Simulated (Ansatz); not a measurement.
**LaIrS3 (built on the sites of a database entry of LaCoO3): from the cell to its phonons**

Aim: the phonons of LaIrS3 (built on the sites of a database entry of LaCoO3) at a cell relaxed beforehand at this level.

Method: DFT PBEsol, scalar-relativistic, plane waves, PseudoDojo norm-conserving pseudopotentials, in Ansatz 0.2.0.

The structure was built from a prototype and need not be the compound's stable phase.

## (1) Starting point

It takes space group Pm-3m (No. 221, cubic). Conventional cell: a = 4.634 Å, b = 4.634 Å, c = 4.634 Å, α = 90.00°, β = 90.00°, γ = 90.00°. Nearest to La lie 12 S at 3.28 Å. Ir has 6 S at 2.32 Å nearest. Nearest to S lie 2 Ir at 2.32 Å and 4 La at 3.28 Å. Farther neighbours and most contacts between anions are not listed.

Coordinates:

```cif
data_structure
_symmetry_space_group_name_H-M 'P 1'
_symmetry_Int_Tables_number 1
_cell_length_a 4.6343
_cell_length_b 4.6343
_cell_length_c 4.6343
_cell_angle_alpha 90.000
_cell_angle_beta 90.000
_cell_angle_gamma 90.000
_cell_volume 99.53
loop_
_atom_site_label
_atom_site_type_symbol
_atom_site_fract_x
_atom_site_fract_y
_atom_site_fract_z
_atom_site_occupancy
La1 La 0.00000 0.00000 0.00000 1
Ir2 Ir 0.50000 0.50000 0.50000 1
S3 S 0.50000 0.50000 0.00000 1
S4 S 0.00000 0.50000 0.50000 1
S5 S 0.50000 0.00000 0.50000 1
```

## (2) Linear response at the zone centre

The cell comes from relaxations at this level that are not shown. The zone centre is the only wavevector solved here; it holds the modes that light can see, as far as symmetry allows. No field response is asked, since the mesh shows no gap.

Contents of input.yaml:

```yaml
crystal:
  lattice:
    - [4.6342572702, 0.0, 0.0]
    - [0.0, 4.6342572702, 0.0]
    - [0.0, 0.0, 4.6342572702]
  atoms:
    - { symbol: La, position: [0.0, 0.0, 0.0] }
    - { symbol: Ir, position: [0.5, 0.5, 0.5] }
    - { symbol: S, position: [0.5, 0.5, 0.0] }
    - { symbol: S, position: [0.0, 0.5, 0.5] }
    - { symbol: S, position: [0.5, 0.0, 0.5] }
kpoints:
  mp_grid: { grid: [8, 8, 8] }
hamiltonian:
  xc: pbesol
  pseudopotentials: { kind: nc, accuracy: standard }
scf:
  occupations: { method: methfessel_paxton, width: 0.2 }
output:
  eigenvalues: true
phonons:
  method: dfpt
```

Command:

```
ansatz run input.yaml --threads 8 --pin off --max-ram 14336MiB --backend cpu --events-out ev --progress --plain --runs-dir out
```

Numbers of over 12 decimals in the logs are rounded to 6 here.

Output:

```text
zone centre: on kpoints.mp_grid the ground state, and the responses unless they are solved on pairs of k-points, stand on 125 of the mesh's 512 k-points, reduced under 8 symmetry operations, with k and −k counted as one. Each operation leaves every solved displacement unchanged or reverses it
Engine: ansatz 0.2.0, aarch64-unknown-linux-gnu
Pseudopotentials: kind: nc
Pseudopotential: La, nc, valence charge 11, recommended cutoff 1496.626244 eV (normal), La.nc.azcp (PseudoDojo's, or run here from an input of PseudoDojo's; its table is named by hamiltonian.pseudopotentials.accuracy)
Pseudopotential: Ir, nc, valence charge 17, recommended cutoff 925.187132 eV (normal), Ir.nc.azcp (PseudoDojo's, or run here from an input of PseudoDojo's; its table is named by hamiltonian.pseudopotentials.accuracy)
Pseudopotential: S, nc, valence charge 6, recommended cutoff 707.496042 eV (normal), S.nc.azcp (PseudoDojo's, or run here from an input of PseudoDojo's; its table is named by hamiltonian.pseudopotentials.accuracy)
Functional definition: PBEsol
  exchange = pbesol_x
  correlation = pbesol_c
Crystal: 5 atoms, lattice volume = 99.527 Å³
Basis set: ecut = 1496.626244 eV, 13133 PW (Γ), exchange–correlation on 120×120×120 points (8 copies of the dense FFT grid, shifted against one another)
Bands: 28, of which v1, the nominal top of the filled ones, is band 23 counted from 1 (22 counted from 0)
Symmetry: 48 space group operations
k-points: 125 of 512 (irreducible under 8 space group operations)
Non-local potential: La, projectors of the file, l = 0: 2, l = 1: 2, l = 2: 2, l = 3: 2
Non-local potential: Ir, projectors of the file, l = 0: 2, l = 1: 2, l = 2: 2, l = 3: 2
Non-local potential: S, projectors of the file, l = 0: 2, l = 1: 2, l = 2: 2
Initial density: superposition of atomic densities (chi_scale 0.1, normalization cell, long waves kept (reshape's long-wave potential 0.00 eV rms))
Initial wavefunctions: pseudopotential atomic-orbital guess
Functional: x = pbesol(κ = 0.804, μ = 0.123457), c = pbesol(β = 0.046)
SCF iter   1: F=—  HF=-4990.800849 eV  |F-HF|=—  |Δ(HF+E_count)|=         —  Δρ=4.25e-1  dr2=3.24e2  ethr=3.10e-3  ⟨swp⟩=17.9  Hψ=80389  notcnv=0
automatic band count: the SCF goes on with 33 bands, as 28 were too few: the levels above may hold too much charge
preconditioner: auto → Kerker (q_TF=auto, 2.399 Å⁻¹)  [metal: Δε(μ)=0.004 eV  Ē_g=7.644 eV  σ=0.200 eV  W_gap=0.02  n_scr=26 (ndim 8)  ℏωp=22.3 eV  f_vac=0.000  D(μ)=41.28/eV (n_scr^D=1044)]
SCF iter   2: F=—  HF=-5002.301926 eV  |F-HF|=—  |Δ(HF+E_count)|=    1.15e1  S|Δr|=    0.00e0  Δρ=1.98e-1  dr2=4.63e1  ethr=3.10e-3  ⟨swp⟩=10.8  Hψ=18387  notcnv=0  defer=90
SCF iter   3: F=—  HF=-4992.199449 eV  |F-HF|=—  |Δ(HF+E_count)|=    1.01e1  S|Δr|=    0.00e0  Δρ=1.20e-1  dr2=1.64e1  ethr=3.10e-3  ⟨swp⟩=4.9  Hψ=10458  notcnv=0  defer=264
SCF iter   4: F=—  HF=-4988.224542 eV  |F-HF|=—  |Δ(HF+E_count)|=    3.97e0  S|Δr|=    0.00e0  Δρ=7.74e-2  dr2=7.77e0  ethr=3.10e-3  ⟨swp⟩=4.3  Hψ=9637  notcnv=0  defer=325
SCF iter   5: F=—  HF=-4985.581988 eV  |F-HF|=—  |Δ(HF+E_count)|=    2.64e0  S|Δr|=    0.00e0  Δρ=3.60e-2  dr2=2.15e0  ethr=3.10e-3  ⟨swp⟩=5.8  Hψ=13061  notcnv=0  defer=513
SCF iter   6: F=—  HF=-4985.101802 eV  |F-HF|=—  |Δ(HF+E_count)|=   4.80e-1  S|Δr|=    0.00e0  Δρ=2.30e-2  dr2=8.79e-1  ethr=3.10e-3  ⟨swp⟩=5.5  Hψ=12190  notcnv=0  defer=337
SCF iter   7: F=—  HF=-4984.823008 eV  |F-HF|=—  |Δ(HF+E_count)|=   2.79e-1  S|Δr|=    0.00e0  Δρ=8.24e-3  dr2=1.04e-1  ethr=1.91e-3  ⟨swp⟩=4.9  Hψ=12341  notcnv=0  defer=238
SCF iter   8: F=—  HF=-4984.793488 eV  |F-HF|=—  |Δ(HF+E_count)|=   2.95e-2  S|Δr|=    0.00e0  Δρ=1.07e-3  dr2=9.31e-4  ethr=2.25e-4  ⟨swp⟩=2.7  Hψ=8226  notcnv=0  defer=232
SCF iter   9: F=—  HF=-4984.819379 eV  |F-HF|=—  |Δ(HF+E_count)|=   2.59e-2  S|Δr|=    0.00e0  Δρ=8.21e-3  dr2=1.15e-1  ethr=2.02e-6  ⟨swp⟩=3.6  Hψ=10765  notcnv=0  defer=223
SCF iter  10: F=—  HF=-4984.794832 eV  |F-HF|=—  |Δ(HF+E_count)|=   2.45e-2  S|Δr|=    0.00e0  Δρ=1.95e-3  dr2=5.94e-3  ethr=2.02e-6  ⟨swp⟩=3.8  Hψ=10584  notcnv=0  defer=218
SCF iter  11: F=—  HF=-4984.793297 eV  |F-HF|=—  |Δ(HF+E_count)|=   1.54e-3  S|Δr|=    0.00e0  Δρ=3.68e-4  dr2=2.03e-4  ethr=2.02e-6  ⟨swp⟩=2.1  Hψ=6660  notcnv=0  defer=211
SCF iter  12: F=—  HF=-4984.793241 eV  |F-HF|=—  |Δ(HF+E_count)|=   5.61e-5  S|Δr|=    0.00e0  Δρ=2.62e-5  dr2=8.76e-7  ethr=4.42e-7  ⟨swp⟩=2.1  Hψ=6276  notcnv=0  defer=209
SCF iter  13: F=—  HF=-4984.793141 eV  |F-HF|=—  |Δ(HF+E_count)|=   9.99e-5  S|Δr|=    0.00e0  Δρ=8.25e-6  dr2=1.01e-7  ethr=1.90e-9  ⟨swp⟩=2.4  Hψ=7204  notcnv=0  defer=207
SCF iter  14: F=—  HF=-4984.793141 eV  |F-HF|=—  |Δ(HF+E_count)|=  1.68e-10  S|Δr|=    0.00e0  Δρ=6.24e-6  dr2=6.85e-8  ethr=2.20e-10  ⟨swp⟩=2.1  Hψ=6306  notcnv=0  defer=207
SCF iter  15: F=—  HF=-4984.793141 eV  |F-HF|=—  |Δ(HF+E_count)|=   1.15e-8  S|Δr|=    0.00e0  Δρ=3.41e-6  dr2=1.76e-8  ethr=1.49e-10  ⟨swp⟩=1.3  Hψ=3944  notcnv=0  defer=207
SCF iter  16: F=—  HF=-4984.793141 eV  |F-HF|=—  |Δ(HF+E_count)|=   4.09e-9  S|Δr|=    0.00e0  Δρ=8.50e-7  dr2=9.57e-10  ethr=3.83e-11  ⟨swp⟩=2.4  Hψ=5308  notcnv=0  defer=207
SCF iter  17: F=-4984.793141 eV  HF=-4984.793141 eV  |F-HF|=9.09e-13  |Δ(HF+E_count)|=  2.07e-10  S|Δr|=    0.00e0  Δρ=9.05e-8  dr2=3.88e-12  ethr=1.00e-12  ⟨swp⟩=15.9  Hψ=33312  notcnv=0
SCF 1 converged in 17 iterations: F = -4984.793141 eV  dr2 = 3.88e-12
DFPT response loops at Γ: preconditioner auto → Kerker (q_TF=auto, 2.399 Å⁻¹) (partly filled bands, converged f_vac=0.000); β = 1.00, the filter's whole step (`scf.mixing.beta` (0.50) is not read by the response loops under this deck's `scf.mixing.preconditioner`; to damp them name `kerker` or `kerker_dos`, under which they read `scf.mixing.beta`, and type it under 1.00, their step now; both keys bind the ground state too); Broyden in place of MSR1
SCF converged after 17 iterations
Stability not checked: this state was not tested for a lower state beside it, because cold or Methfessel-Paxton smearing, or corrected tetrahedra, fill the levels in a way that the test cannot read (fill_not_monotonic; see scf.lower_state_search)
Free energy (F): -4984.793141 eV
Harris-Foulkes:  -4984.793141 eV  (|F-HF|=9.09e-13)
Internal energy: -4984.794163 eV  (E = F + TS)
E sigma→0 (E₀):  -4984.793397 eV
Entropy (-TS):   0.001022 eV (0.204 meV/atom)
Fermi energy:    11.680640 eV
--- Per-component energies (eV) ---
  E_band       = -259.671665
  E_kinetic    = 1437.610113
  E_local      = -3445.499259  (includes V_loc(G=0)·N_el)
  E_nonlocal   = 384.396877
  E_hartree    = 1104.050061
  E_xc         = -1070.937567
  E_vxc        = -844.279532  (∫ρ·V_xc dr)
  E_ewald      = -3394.414388
  E_smearing   = 0.001022  (= −TS)
  E_closure    = 0.000000  (closes the sum)
  Σ components = -4984.793141   (vs F -4984.793141, Δ=0.00e0)
--- Band table (eV; the first three rows and the last of 125) ---
  k-point 0: bands = [... 19 lower, 9.7429, 10.5191, 10.5191, 10.9689, 10.9689, 10.9689, 13.1442, 13.1442, ... 6 higher]
  k-point 1: bands = [... 19 lower, 10.0131, 10.0131, 10.5991, 11.0146, 11.0146, 11.5643, 13.3052, 13.3841, ... 6 higher]
  k-point 2: bands = [... 19 lower, 10.2465, 10.2465, 10.6776, 11.3076, 11.3076, 12.1091, 13.4678, 13.6402, ... 6 higher]
  k-point 124: bands = [... 19 lower, 11.4081, 11.8994, 11.8994, 11.8994, 13.6547, 13.6547, 13.6547, 13.7123, ... 6 higher]
--- Phonons (Γ-DFPT): 4 representative perturbations + reference, on 125 of 512 k-points (Σ response iterations 15) ---
  k mesh reduced under 8 symmetry operations, with k and −k counted as one. Each operation leaves every solved displacement unchanged or reverses it
  ASR residual: 4.026e-4 → 0.000e0 eV/Å²; symmetrization residual: 9.157e-6 eV/Å²
  ASR residual per site (eV/Å²): 1.14e-4 4.03e-4 3.08e-5 3.08e-5 3.08e-5
  Γ frequencies (cm⁻¹): -194.57 -194.57 -194.57 -188.58 -188.58 -188.58 -44.07 -44.07 -44.07 0.00 0.00 0.00 368.81 368.81 368.81
  non-analytic LO–TO correction: not included (Born effective charges unavailable; polar crystals: no LO–TO splitting at Γ)
```

The job ended after 5 min (8 threads of Arm Neoverse N1, shared host; peak memory 8.2 GiB; 40 min of CPU time).

This step gave:

```yaml
volume_per_atom: 19.91 Å³
gap_on_the_k_mesh: 0 eV
sum_rule_residual_before_enforcement: 4.03e-4 eV/Å²
point_group: m-3m
highest_optical_mode_at_the_zone_centre_no_lo_to_term: 368.8 cm⁻¹
lowest_optical_zone_centre_mode: -194.6 cm⁻¹
```

Patterns of degenerate modes are one choice out of their space. Modes at Γ, with each element's share of the kinetic energy (negative means imaginary):

```
mode  frequency (cm⁻¹)  symmetry  La %  Ir %  S %
   1            -194.6       T2u     0     0  100
   2            -194.6       T2u     0     0  100
   3            -194.6       T2u     0     0  100
   4            -188.6       T1u     1    18   81
   5            -188.6       T1u     1    18   81
   6            -188.6       T1u     1    18   81
   7             -44.1       T1u    66    27    6
   8             -44.1       T1u    66    27    6
   9             -44.1       T1u    66    27    6
  10               0.0  acoustic    33    45   23
  11               0.0  acoustic    33    45   23
  12               0.0  acoustic    33    45   23
  13             368.8       T1u     0    10   90
  14             368.8       T1u     0    10   90
  15             368.8       T1u     0    10   90
```

Displacements in mode 1 (-194.6 cm⁻¹), the largest set to 1:
```
La1  0.00  0.00  0.00
Ir2  0.00  0.00  0.00
S3  -1.00 -0.03  0.00
S4   0.00  0.03  0.04
S5   1.00  0.00 -0.04
```

Displacements in mode 13 (368.8 cm⁻¹), the largest set to 1:
```
La1  0.00  0.00  0.00
Ir2 -0.14  0.00  0.00
S3  -0.10  0.00  0.00
S4   1.00  0.00  0.00
S5  -0.10  0.00  0.00
```

Before it was imposed, the acoustic sum rule was missed by 4.0e-4 eV/Å². Small misses are needed for a sound result but don't prove that mesh and cutoff are converged. The lowest optical mode is imaginary, 194.6i cm⁻¹, so the energy falls along it.

## (3) Another isotope

An isotope changes the mass and not the force constants, so no new electronic calculation is needed; the shifts show which modes move this element.

The same force constants with the mass of S changed from 32.060 to 33.968 u (phonopy, no LO-TO term). Both lists are sorted by frequency; levels can cross, so a row need not hold one and the same mode. Modes under 3 cm⁻¹ are left out. Isotope shifts, by row:

```
    q  rank  natural mass (cm⁻¹)  changed mass (cm⁻¹)
0 0 0     1               -194.6                 -189
0 0 0     2               -194.6                 -189
0 0 0     3               -194.6                 -189
0 0 0     4               -188.6               -184.2
0 0 0     5               -188.6               -184.2
0 0 0     6               -188.6               -184.2
0 0 0     7               -44.07               -43.99
0 0 0     8               -44.07               -43.99
0 0 0     9               -44.07               -43.99
0 0 0    13                368.8                359.3
0 0 0    14                368.8                359.3
0 0 0    15                368.8                359.3
```

A mode of this element alone would shift by -2.85 %. The highest zone-centre frequency without the field goes from 368.8 to 359.3 cm⁻¹ (-2.6 %).

## (4) Summary of results

```
space group (within 0.01 Å)                             : Pm-3m
volume per atom                                         : 19.9 Å³
electronic character                                    : no gap on this mesh
highest optical mode at the zone centre (no LO-TO term) : 369 cm⁻¹
lowest optical zone-centre mode                         : -195 cm⁻¹
imaginary modes at Γ (the only wavevector solved)       : yes
```

A zone-centre mode is imaginary (194.6i cm⁻¹), so this structure is not a minimum of the energy. The optical modes at Γ span -195 to 369 cm⁻¹ (negative means imaginary). No dispersion was computed. The highest mode in this list at Γ, 368.8 cm⁻¹, is mostly motion of S (90 % of the kinetic energy). With no gap, or one that is small against the smearing, the frequencies hang on the k mesh and the smearing, most of all near Kohn anomalies. Spin-orbit coupling is left out, which can matter for the heavy elements here. The starting cell was built on a prototype and not taken from a measurement, so the phase need not exist. These are harmonic frequencies at zero temperature: anharmonic shifts, linewidths and thermal expansion are left out.

[Logs are printed without paths, hosts, clocks, repeated set-up lines and the standing remarks that a program may print on its own settings, such as how far it seeks lower states.]

[Hosts, paths, dates, database ids (printed as entryN), source tags and the programs' standing remarks are cut or masked in the printed files.]
